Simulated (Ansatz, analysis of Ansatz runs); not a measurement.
# YScO3 (Pnma), nudged elastic band: V_O hop (3.0 Å) (q = +2), part 2 of 4

Wanted: path and barrier of a jump of O in YScO3 (Pnma) at charge +2. The case: V_O hop (3.0 Å), in a cell of 40 host atoms with 1 O taken out.

Ansatz 0.2.0; plane-wave PAW DFT, LDA; nudged elastic band between two relaxed defect structures at fixed charge in a uniform background.

So far: The starting structure; Relaxation of the start point, charge +2.

### 3. Relaxation of the end point, charge +2

Level of this step: plane-wave PAW DFT, LDA; relaxation of all atoms of a defect supercell at fixed charge in a uniform background (Ansatz).

The end point is relaxed in the same cell and settings, so that the two energies compare.

qp2.end/input.yaml reads:

```yaml
crystal:
  lattice:
    - [0.0, 7.77564706, 5.34161926]
    - [5.64134763, 0.0, 5.34161926]
    - [5.64134763, 7.77564706, 0.0]
  atoms:
    - { symbol: "Y", position: [0.39735706, 0.58228854, 0.35264294] }
    - { symbol: "Y", position: [0.89735706, 0.08228854, 0.85264294] }
    - { symbol: "Y", position: [0.08228854, 0.39735706, 0.16771146] }
    - { symbol: "Y", position: [0.58228854, 0.89735706, 0.66771146] }
    - { symbol: "Y", position: [0.41771146, 0.10264294, 0.33228854] }
    - { symbol: "Y", position: [0.91771146, 0.60264294, 0.83228854] }
    - { symbol: "Y", position: [0.10264294, 0.91771146, 0.14735706] }
    - { symbol: "Y", position: [0.60264294, 0.41771146, 0.64735706] }
    - { symbol: Sc, position: [0.25, 0.25, 0.75] }
    - { symbol: Sc, position: [0.75, 0.75, 0.25] }
    - { symbol: Sc, position: [0.0, 0.0, 0.5] }
    - { symbol: Sc, position: [0.5, 0.5, 0.0] }
    - { symbol: Sc, position: [0.25, 0.75, 0.75] }
    - { symbol: Sc, position: [0.75, 0.25, 0.25] }
    - { symbol: Sc, position: [0.0, 0.5, 0.5] }
    - { symbol: Sc, position: [0.5, 0.0, 0.0] }
    - { symbol: O, position: [0.9679132, 0.66185626, 0.2820868] }
    - { symbol: O, position: [0.40856091, 0.7823334, 0.02361216] }
    - { symbol: O, position: [0.90856091, 0.2823334, 0.52361216] }
    - { symbol: O, position: [0.22638784, 0.96450647, 0.84143909] }
    - { symbol: O, position: [0.72638784, 0.46450647, 0.34143909] }
    - { symbol: O, position: [0.2823334, 0.40856091, 0.28549353] }
    - { symbol: O, position: [0.7823334, 0.90856091, 0.78549353] }
    - { symbol: O, position: [0.46450647, 0.22638784, 0.4676666] }
    - { symbol: O, position: [0.96450647, 0.72638784, 0.9676666] }
    - { symbol: O, position: [0.16185626, 0.9679132, 0.58814374] }
    - { symbol: O, position: [0.66185626, 0.4679132, 0.08814374] }
    - { symbol: O, position: [0.33814374, 0.5320868, 0.91185626] }
    - { symbol: O, position: [0.83814374, 0.0320868, 0.41185626] }
    - { symbol: O, position: [0.2176666, 0.09143909, 0.21450647] }
    - { symbol: O, position: [0.7176666, 0.59143909, 0.71450647] }
    - { symbol: O, position: [0.03549353, 0.27361216, 0.0323334] }
    - { symbol: O, position: [0.53549353, 0.77361216, 0.5323334] }
    - { symbol: O, position: [0.09143909, 0.7176666, 0.47638784] }
    - { symbol: O, position: [0.467586, 0.161364, 0.782414] }
    - { symbol: O, position: [0.27361216, 0.53549353, 0.65856091] }
    - { symbol: O, position: [0.77361216, 0.03549353, 0.15856091] }
    - { symbol: O, position: [0.0320868, 0.33814374, 0.7179132] }
    - { symbol: O, position: [0.5320868, 0.83814374, 0.2179132] }
total_charge: 2
basis:
  ecutwfc: 420
  xc_grid: 2
hamiltonian:
  xc: lda
kpoints:
  mp_grid: { grid: [1, 1, 1], shift: [0.25, 0.25, 0.25] }
scf:
  occupations: { method: fixed }
  max_iter: 60
output:
  forces: true
relax:
  f_tol: 0.02
  max_steps: 70
  random_displacement: { amplitude: 0.03, seed: 5435 }
```

The run is started by

```sh
> ansatz run input.yaml --threads 4 --pin off --max-ram 7536MiB --backend cpu --events-out ev --progress --plain --runs-dir out
```

Numbers of over 12 decimals in the logs are rounded to 6 here.

Output:

```text
[...]
Crystal: 39 atoms, lattice volume = 468.622 Å³
Basis set: ecut = 420 eV, 9099 PW (Γ), exchange–correlation on 128×108×144 points (8 copies of the dense FFT grid, shifted against one another)
Bands: 195, of which v1, the nominal top of the filled ones, is band 156 counted from 1 (155 counted from 0)
Symmetry: 1 space group operations
k-points: 1
[...]
SCF iter   1: F=—  HF=-59554.915155 eV  |F-HF|=—  |Δ(HF+E_count)|=         —  Δρ=1.75e-2  dr2=6.19e0  ethr=1.77e-3  ⟨swp⟩=4.0  Hψ=619  notcnv=0  defer=37
[...]
SCF iter   8: F=-59552.790662 eV  HF=-59552.790666 eV  |F-HF|=3.74e-6  |Δ(HF+E_count)|=   8.63e-6  Δρ=3.60e-5  dr2=6.94e-6  ethr=3.21e-9  ⟨swp⟩=2.0  Hψ=655  notcnv=0
SCF 1 converged in 8 iterations: F = -59552.790662 eV  dr2 = 6.94e-6
[...]
- { symbol: Sc, position: [0.745756, 0.752452, 0.243445] }
    - { symbol: Sc, position: [0.001501, 0.004050, 0.497075] }
    - { symbol: Sc, position: [0.487367, 0.529705, 0.003030] }
    - { symbol: Sc, position: [0.253581, 0.733514, 0.758805] }
    - { symbol: Sc, position: [0.747102, 0.256613, 0.240019] }
    - { symbol: Sc, position: [0.001834, 0.503305, 0.496788] }
    - { symbol: Sc, position: [0.492653, -0.013151, 0.003428] }
    - { symbol: O, position: [0.959325, 0.663124, 0.285334] }
    - { symbol: O, position: [0.399211, 0.796396, 0.014870] }
    - { symbol: O, position: [0.911432, 0.287302, 0.517356] }
    - { symbol: O, position: [0.203232, 0.967972, 0.847045] }
    - { symbol: O, position: [0.714638, 0.470258, 0.337462] }
    - { symbol: O, position: [0.294412, 0.404874, 0.285923] }
    - { symbol: O, position: [0.784580, 0.934279, 0.794597] }
    - { symbol: O, position: [0.472987, 0.202816, 0.480277] }
[...]
- { symbol: O, position: [0.274195, 0.529926, 0.663071] }
    - { symbol: O, position: [0.751907, 0.047072, 0.151917] }
    - { symbol: O, position: [0.039512, 0.342193, 0.712353] }
    - { symbol: O, position: [0.527683, 0.840912, 0.215938] }
[key lines of the parts left out:]
SCF converged after 6 iterations
Free energy (F): -59555.188870 eV
Fermi energy:    9.497680 eV
```

Elapsed: 24 s, on 4 threads of Arm Neoverse V2, shared host; peak memory 0.78 GiB; 90 s of CPU time.

The steps of the relaxation:

| step | energy less that of the first step (eV) | largest force component (eV/Å) |
| --- | --- | --- |
| 1 | 0.0000 | 3.1209 |
| 2 | -1.8545 | 0.9142 |
| 3 | -2.2167 | 0.5774 |
| 4 | -2.3178 | 0.4547 |
| 5 | -2.3922 | 0.1004 |
| 6 | -2.3978 | 0.0244 |
| 7 | -2.3982 | 0.0119 |

The atoms that moved most (Å, from the sites as typed, ahead of the random displacement, the mean shift of all atoms taken out):

| atom | dx | dy | dz | length |
| --- | --- | --- | --- | --- |
| O30 | 0.115 | 0.211 | 0.205 | 0.316 |
| O23 | 0.193 | 0.088 | 0.149 | 0.259 |
| Y2 | -0.135 | 0.178 | 0.130 | 0.259 |
| O37 | 0.025 | -0.221 | -0.055 | 0.229 |
| Sc12 | 0.181 | -0.075 | 0.090 | 0.216 |
| O24 | -0.065 | 0.164 | -0.081 | 0.194 |
| Y5 | 0.072 | 0.075 | -0.151 | 0.184 |
| O20 | 0.048 | -0.137 | -0.106 | 0.180 |

Neighbours of O35 at the end:

| atom | distance (Å) |
| --- | --- |
| Sc16 | 2.055 |
| Sc9 | 2.103 |
| Y8 | 2.227 |
| Y4 | 2.311 |
| O18 | 2.748 |
| O24 | 2.792 |
| O23 | 2.834 |
| O28 | 2.981 |
| O36 | 2.985 |
| O32 | 3.015 |
| O20 | 3.032 |

Numbers from this step:

```
free energy                                                                                       : -59555.1889 eV
largest move from the ideal geometry of this structure, a common shift of the far atoms taken out : 0.3186 Å
```

The relaxation gained 2.398 eV and ended with a largest force component of 0.012 eV/Å. The end lies 0.164 eV above the start.

(Part 2 of 4 ends here.)

[Logs are printed without paths, hosts, clocks, repeated set-up lines and the standing remarks that a program may print on its own settings, such as how far it seeks lower states.]

[Hosts, paths, dates, database ids (printed as entryN), source tags and the programs' standing remarks are cut or masked in the printed files.]
